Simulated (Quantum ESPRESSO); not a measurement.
# BP (F-43m): a volume series of phonon spectra, part 2 of 9

Aim: how the vibrations of BP shift with volume, and the expansion that follows.

Measurements to reproduce:
- volume expansion coefficient 9.6 1e-6/K near room temperature (given in “Thermal expansion coefficients of high thermal conducting BAs and BP materials (three times its linear coefficient)”, 2019, arxiv:1906.04101)

Quantum ESPRESSO 7.5; DFT PBE+D3(BJ), scalar-relativistic, plane waves, GBRV ultrasoft pseudopotentials.

So far. Step 2 (Probe on a coarse mesh): The start is under -3.4 GPa at this level and looks like an insulator or semiconductor on this mesh.

## Step 3: Finding the static equilibrium

The vibrations must be taken about the equilibrium of this functional, not about the starting cell, so the structure is relaxed.

File relax.in:

```
 &control
    calculation='vc-relax',
    prefix='x',
    outdir='./tmp',
    pseudo_dir='./pseudo',
    tprnfor=.true.,
    tstress=.true.,
    forc_conv_thr=2.0d-05,
    etot_conv_thr=1.0d-07,
    nstep=40,
 /
 &system
    ibrav=0,
    nat=2,
    ntyp=2,
    ecutwfc=40.0,
    ecutrho=240.0,
    occupations='fixed',
    nbnd=6,
    vdw_corr='grimme-d3',
    dftd3_version=4,
    dftd3_threebody=.false.,
 /
 &electrons
    conv_thr=1.0d-11,
    mixing_beta=0.7,
    electron_maxstep=100,
 /
 &ions
 /
 &cell
    press_conv_thr=0.1,
 /
ATOMIC_SPECIES
 B      10.8100  B.upf
 P      30.9738  P.upf
CELL_PARAMETERS angstrom
     0.000000000    2.269000000    2.269000000
     2.269000000    0.000000000    2.269000000
     2.269000000    2.269000000    0.000000000
ATOMIC_POSITIONS crystal
 B      0.000000000   0.000000000   0.000000000
 P      0.250000000   0.250000000   0.250000000
K_POINTS automatic
 10 10 10 0 0 0
```

Run with:

```console
$ OMP_NUM_THREADS=1 mpirun -n 8 pw.x -nk 8 -in relax.in > relax.out
```

The log of the run:

```text
[banner, memory and clock lines left out]
Program PWSCF v.7.5

     Message from routine setup:
     using ibrav=0 with symmetry is DISCOURAGED, use correct ibrav instead

     G-vector sticks info

     bravais-lattice index     =            0
     lattice parameter (alat)  =       6.0638  a.u.
     unit-cell volume          =     157.6631 (a.u.)^3
     number of atoms/cell      =            2
     number of atomic types    =            2
     number of electrons       =         8.00
     number of Kohn-Sham states=            6
     kinetic-energy cutoff     =      40.0000  Ry
     charge density cutoff     =     240.0000  Ry
     scf convergence threshold =      1.0E-11
     mixing beta               =       0.7000
     number of iterations used =            8  plain     mixing
     energy convergence thresh.=      1.0E-07
     force convergence thresh. =      2.0E-05
     press convergence thresh. =      1.0E-01
     Exchange-correlation=  SLA  PW   PBX  PBC
                           (   1   4   3   4   0   0   0)
     nstep                     =           40

     celldm(1)=   6.063849  celldm(2)=   0.000000  celldm(3)=   0.000000
     celldm(4)=   0.000000  celldm(5)=   0.000000  celldm(6)=   0.000000

     crystal axes: (cart. coord. in units of alat)
               a(1) = (   0.000000   0.707107   0.707107 )
               a(2) = (   0.707107   0.000000   0.707107 )
               a(3) = (   0.707107   0.707107   0.000000 )

     reciprocal axes: (cart. coord. in units 2 pi/alat)
               b(1) = ( -0.707107  0.707107  0.707107 )
               b(2) = (  0.707107 -0.707107  0.707107 )
               b(3) = (  0.707107  0.707107 -0.707107 )

     PseudoPot. # 1 for B  read from file:
     ./pseudo/B.upf
     Pseudo is Ultrasoft + core correction, Zval =  3.0
     Using radial grid of  781 points,  4 beta functions with:
                l(1) =   0
                l(2) =   0
                l(3) =   1
                l(4) =   1
     Q(r) pseudized with  8 coefficients,  rinner =    1.100   1.100   1.100

     PseudoPot. # 2 for P  read from file:
     ./pseudo/P.upf
     Pseudo is Ultrasoft + core correction, Zval =  5.0
     Using radial grid of  903 points,  6 beta functions with:
                l(1) =   0
                l(2) =   0
                l(3) =   1
                l(4) =   1
                l(5) =   2
                l(6) =   2
     Q(r) pseudized with  8 coefficients,  rinner =    1.300   1.300   1.300
                                                       1.300   1.300

     atomic species   valence    mass     pseudopotential
     B                 3.00    10.81000     B ( 1.00)
     P                 5.00    30.97380     P ( 1.00)

     24 Sym. Ops. (no inversion) found

   Cartesian axes

     site n.     atom                  positions (alat units)
         1        B      tau(   1) = (   0.0000000   0.0000000   0.0000000  )
         2        P      tau(   2) = (   0.3535534   0.3535534   0.3535534  )

     DFT-D3 Dispersion Correction (no 3-body):
       Reference C6 values for interpolation:

         atom   Coordination number   C6
         B          0.000           214.36
         B          0.971           150.74
         B          1.944           106.23
         B          2.913            62.89
         B          4.586            56.06
         P          0.000           383.38
         P          0.995           361.25
         P          2.010           351.11
         P          2.986           303.38

       Values used:

         atom   Coordination number  R0_AB[au]  C6      C8
         B          4.053            3.039     56.17   2238.33
         P          6.479            3.309    303.38  16807.02

         Molecular C6 ( Ry / a.u.^6 ) =       619.07

     number of k points=    47
                       cart. coord. in units 2pi/alat
        k(    1) = (   0.0000000   0.0000000   0.0000000), wk =   0.0020000
        k(    2) = (   0.0707107   0.0707107  -0.0707107), wk =   0.0160000
        k(    3) = (   0.1414214   0.1414214  -0.1414214), wk =   0.0160000
        k(    4) = (   0.2121320   0.2121320  -0.2121320), wk =   0.0160000
        k(    5) = (   0.2828427   0.2828427  -0.2828427), wk =   0.0160000
        k(    6) = (  -0.3535534  -0.3535534   0.3535534), wk =   0.0080000
        k(    7) = (   0.1414214  -0.0000000   0.0000000), wk =   0.0120000
        k(    8) = (   0.2121320   0.0707107  -0.0707107), wk =   0.0480000
        k(    9) = (   0.2828427   0.1414214  -0.1414214), wk =   0.0480000
        k(   10) = (   0.3535534   0.2121320  -0.2121320), wk =   0.0480000
        k(   11) = (  -0.2828427  -0.4242641   0.4242641), wk =   0.0480000
        k(   12) = (  -0.2121320  -0.3535534   0.3535534), wk =   0.0480000
        k(   13) = (  -0.1414214  -0.2828427   0.2828427), wk =   0.0480000
        k(   14) = (  -0.0707107  -0.2121320   0.2121320), wk =   0.0480000
        k(   15) = (   0.0000000  -0.1414214   0.1414214), wk =   0.0240000
        k(   16) = (   0.2828427  -0.0000000   0.0000000), wk =   0.0120000
[...]
Dense  grid:     9841 G-vectors     FFT dimensions: (  30,  30,  30)

     Smooth grid:     5329 G-vectors     FFT dimensions: (  25,  25,  25)

     Initial potential from superposition of free atoms

     starting charge       7.9996, renormalised to       8.0000
     Starting wfcs are    8 randomized atomic wfcs

     per-process dynamical memory:    21.8 Mb

     Self-consistent Calculation

     iteration #  1     ecut=    40.00 Ry     beta= 0.70
     Davidson diagonalization with overlap
     ethr =  1.00E-02,  avg # of iterations =  3.1

     total energy              =     -21.98673399 Ry
     estimated scf accuracy    <       0.15180764 Ry

     iteration #  2     ecut=    40.00 Ry     beta= 0.70
     Davidson diagonalization with overlap
     ethr =  1.90E-03,  avg # of iterations =  2.0

     total energy              =     -22.01687683 Ry
     estimated scf accuracy    <       0.02325198 Ry

     iteration #  3     ecut=    40.00 Ry     beta= 0.70
     Davidson diagonalization with overlap
     ethr =  2.91E-04,  avg # of iterations =  2.1

     total energy              =     -22.02071212 Ry
     estimated scf accuracy    <       0.00041969 Ry

     iteration #  4     ecut=    40.00 Ry     beta= 0.70
     Davidson diagonalization with overlap
     ethr =  5.25E-06,  avg # of iterations =  5.3

     total energy              =     -22.02092575 Ry
     estimated scf accuracy    <       0.00013340 Ry

     iteration #  5     ecut=    40.00 Ry     beta= 0.70
     Davidson diagonalization with overlap
[...]
2        P      tau(   2) = (   0.3510185   0.3510185   0.3510185  )

     DFT-D3 Dispersion Correction (no 3-body):
       Reference C6 values for interpolation:

         atom   Coordination number   C6
         B          0.000           214.36
         B          0.971           150.74
         B          1.944           106.23
         B          2.913            62.89
         B          4.586            56.06
         P          0.000           383.38
         P          0.995           361.25
         P          2.010           351.11
         P          2.986           303.38

       Values used:

         atom   Coordination number  R0_AB[au]  C6      C8
         B          4.068            3.039     56.15   2237.54
         P          6.704            3.309    303.38  16807.02

         Molecular C6 ( Ry / a.u.^6 ) =       619.00

     number of k points=    47
                       cart. coord. in units 2pi/alat
[...]
k(   40) = (   0.0000000  -0.2848853   0.4273280), wk =   0.0480000
        k(   41) = (  -0.1424427  -0.5697706   0.7122133), wk =   0.0480000
        k(   42) = (  -0.0712213  -0.4985493   0.6409919), wk =   0.0960000
        k(   43) = (  -0.0000000  -0.4273280   0.5697706), wk =   0.0480000
        k(   44) = (  -0.7122133   0.1424427   0.0000000), wk =   0.0240000
        k(   45) = (  -0.1424427  -0.4273280   0.7122133), wk =   0.0480000
        k(   46) = (  -0.0712213  -0.3561066   0.6409919), wk =   0.0480000
        k(   47) = (  -0.7122133   0.2848853   0.0000000), wk =   0.0240000

     Dense  grid:     9721 G-vectors     FFT dimensions: (  30,  30,  30)

     Smooth grid:     5209 G-vectors     FFT dimensions: (  25,  25,  25)

     Initial potential from superposition of free atoms

     starting charge       7.9996, renormalised to       8.0000
     Starting wfcs are    8 randomized atomic wfcs

     per-process dynamical memory:    27.2 Mb

     Self-consistent Calculation

[...]
c_bands:  1 eigenvalues not converged
[...]
total energy              =     -22.02138706 Ry
[...]
iteration #  5     ecut=    40.00 Ry     beta= 0.70
     Davidson diagonalization with overlap
     c_bands:  1 eigenvalues not converged
     ethr =  5.50E-07,  avg # of iterations =  2.5

     total energy              =     -22.02139640 Ry
     estimated scf accuracy    <       0.00000024 Ry

     iteration #  6     ecut=    40.00 Ry     beta= 0.70
     Davidson diagonalization with overlap
     ethr =  3.04E-09,  avg # of iterations =  6.6

     total energy              =     -22.02139742 Ry
     estimated scf accuracy    <       0.00000008 Ry

     iteration #  7     ecut=    40.00 Ry     beta= 0.70
     Davidson diagonalization with overlap
     ethr =  9.96E-10,  avg # of iterations =  2.0

     total energy              =     -22.02139744 Ry
     estimated scf accuracy    <          2.5E-09 Ry

     iteration #  8     ecut=    40.00 Ry     beta= 0.70
     Davidson diagonalization with overlap
     ethr =  3.16E-11,  avg # of iterations =  4.6

     total energy              =     -22.02139744 Ry
     estimated scf accuracy    <          6.0E-11 Ry

     iteration #  9     ecut=    40.00 Ry     beta= 0.70
     Davidson diagonalization with overlap
     ethr =  7.51E-13,  avg # of iterations =  4.6

     total energy              =     -22.02139744 Ry
     estimated scf accuracy    <          5.5E-12 Ry

     iteration # 10     ecut=    40.00 Ry     beta= 0.70
     Davidson diagonalization with overlap
     ethr =  1.00E-13,  avg # of iterations =  3.6

     total energy              =     -22.02139744 Ry
     estimated scf accuracy    <          1.4E-11 Ry

     iteration # 11     ecut=    40.00 Ry     beta= 0.70
     Davidson diagonalization with overlap
     ethr =  1.00E-13,  avg # of iterations =  2.0

     total energy              =     -22.02139744 Ry
     estimated scf accuracy    <          1.4E-13 Ry

     iteration # 12     ecut=    40.00 Ry     beta= 0.70
     Davidson diagonalization with overlap
     ethr =  1.00E-13,  avg # of iterations =  1.0

     End of self-consistent calculation

          k = 0.0000 0.0000 0.0000 (   645 PWs)   bands (ev):

[...]
k = 0.1424-0.0000 0.0000 (   657 PWs)   bands (ev):

[...]
k = 0.2849 0.1424-0.1424 (   649 PWs)   bands (ev):

[...]
k = 0.3561 0.2137-0.2137 (   652 PWs)   bands (ev):

[...]
k = 0.0000-0.1424 0.1424 (   654 PWs)   bands (ev):

[...]
k = 0.2849-0.0000 0.0000 (   653 PWs)   bands (ev):

[...]
k = 0.3561 0.0712-0.0712 (   655 PWs)   bands (ev):

[...]
k = 0.4273 0.1424-0.1424 (   662 PWs)   bands (ev):

[...]
k = 0.0000-0.2849 0.2849 (   648 PWs)   bands (ev):

[...]
k = 0.4273-0.0000 0.0000 (   652 PWs)   bands (ev):

[...]
k = 0.4985 0.0712-0.0712 (   658 PWs)   bands (ev):

[...]
k = 0.5698-0.0000 0.0000 (   664 PWs)   bands (ev):

[...]
k = 0.0000-0.5698 0.5698 (   678 PWs)   bands (ev):

[...]
k = 0.2849 0.1424-0.0000 (   652 PWs)   bands (ev):

[...]
k = 0.3561 0.2137-0.0712 (   648 PWs)   bands (ev):

[...]
k = 0.4273 0.1424-0.0000 (   656 PWs)   bands (ev):

[...]
k =-0.2137-0.4985 0.6410 (   663 PWs)   bands (ev):

[...]
k =-0.1424-0.4273 0.5698 (   664 PWs)   bands (ev):

[...]
k =-0.0712-0.3561 0.4985 (   662 PWs)   bands (ev):

[...]
k = 0.0000-0.2849 0.4273 (   657 PWs)   bands (ev):

[...]
k =-0.1424-0.5698 0.7122 (   660 PWs)   bands (ev):

[...]
k =-0.0712-0.4985 0.6410 (   664 PWs)   bands (ev):

[...]
k =-0.0000-0.4273 0.5698 (   666 PWs)   bands (ev):

    -1.2928   1.4637   3.1228   5.5541  12.8674  16.7857

          k =-0.7122 0.1424 0.0000 (   662 PWs)   bands (ev):

    -1.0781   0.9783   4.7278   4.7673  11.8818  12.3284

          k =-0.1424-0.4273 0.7122 (   666 PWs)   bands (ev):

    -1.7910   1.9474   3.7486   5.1227  14.1222  15.2412

          k =-0.0712-0.3561 0.6410 (   666 PWs)   bands (ev):

    -1.2010   1.4376   3.4991   4.7419  14.4099  15.7914

          k =-0.7122 0.2849 0.0000 (   670 PWs)   bands (ev):

    -0.9107   1.3023   3.8668   4.0340  14.1219  14.9765

     highest occupied, lowest unoccupied level (ev):     9.5095   10.7329

!    total energy              =     -22.02139744 Ry
     estimated scf accuracy    <          1.2E-15 Ry

     The total energy is the sum of the following terms:
     one-electron contribution =       6.93721140 Ry
     hartree contribution      =       1.24773846 Ry
     xc contribution           =      -9.02299087 Ry
     ewald contribution        =     -21.13477314 Ry
     DFT-D3 Dispersion         =      -0.04858329 Ry

     convergence has been achieved in  12 iterations

     Forces acting on atoms (cartesian axes, Ry/au):

     atom    1 type  1   force =    -0.00000000    0.00000000    0.00000000
     atom    2 type  2   force =    -0.00000000   -0.00000000   -0.00000000

     Total force =     0.000000     Total SCF correction =     0.000000

     Computing stress (Cartesian axis) and pressure

          total   stress  (Ry/bohr**3)                   (kbar)     P=       -0.04
  -0.00000027  -0.00000000  -0.00000000           -0.04       -0.00       -0.00
  -0.00000000  -0.00000027   0.00000000           -0.00       -0.04        0.00
  -0.00000000   0.00000000  -0.00000027           -0.00        0.00       -0.04

     XML data file, charge density, pseudopotentials, collected wavefunctions
```

The job ended after 3.8 s (8 MPI ranks of Arm Neoverse V2, shared host).

Relaxation path:

| step | energy less that of the first step (eV) | largest force (eV/Å) | volume (Å³) |
| --- | --- | --- | --- |
| 1 | 0.0000 | 0.0000 | 23.36 |
| 2 | -0.0054 | 0.0000 | 22.95 |
| 3 | -0.0056 | 0.0000 | 22.86 |
| 4 | -0.0056 | 0.0000 | 22.86 |
| 5 | -0.0055 | 0.0000 | 22.86 |

| conventional cell, symmetrised | before | after | change |
| --- | --- | --- | --- |
| a (Å) | 4.538 | 4.505 | -0.7 % |
| b (Å) | 4.538 | 4.505 | -0.7 % |
| c (Å) | 4.538 | 4.505 | -0.7 % |
| volume (Å³/atom) | 11.68 | 11.43 | -2.1 % |

The relaxed structure:

```xyz
2
Lattice="0.0000 2.2527 2.2527 2.2527 0.0000 2.2527 2.2527 2.2527 0.0000" Properties=species:S:1:pos:R:3 pbc="T T T"
B     0.0000    0.0000    0.0000
P     1.1264    1.1264    1.1264
```

Numbers from this step:

```
volume per atom   : 11.43 Å³
pressure          : -0.004 GPa
gap on the k-mesh : 1.223 eV
```

After the last step pw.x solved the final cell once more on a basis chosen for it, which moves the energy without moving the atoms.

(Part 2 of 9 ends here.)

[Logs are printed without paths, hosts, clocks, repeated set-up lines and the standing remarks that a program may print on its own settings, such as how far it seeks lower states.]

[Hosts, paths, dates, database ids (printed as entryN), source tags and the programs' standing remarks are cut or masked in the printed files.]

[A step with changed settings may run another functional than the one named; its input shows which.]

[Of the runs on displaced cells, only some may be shown.]
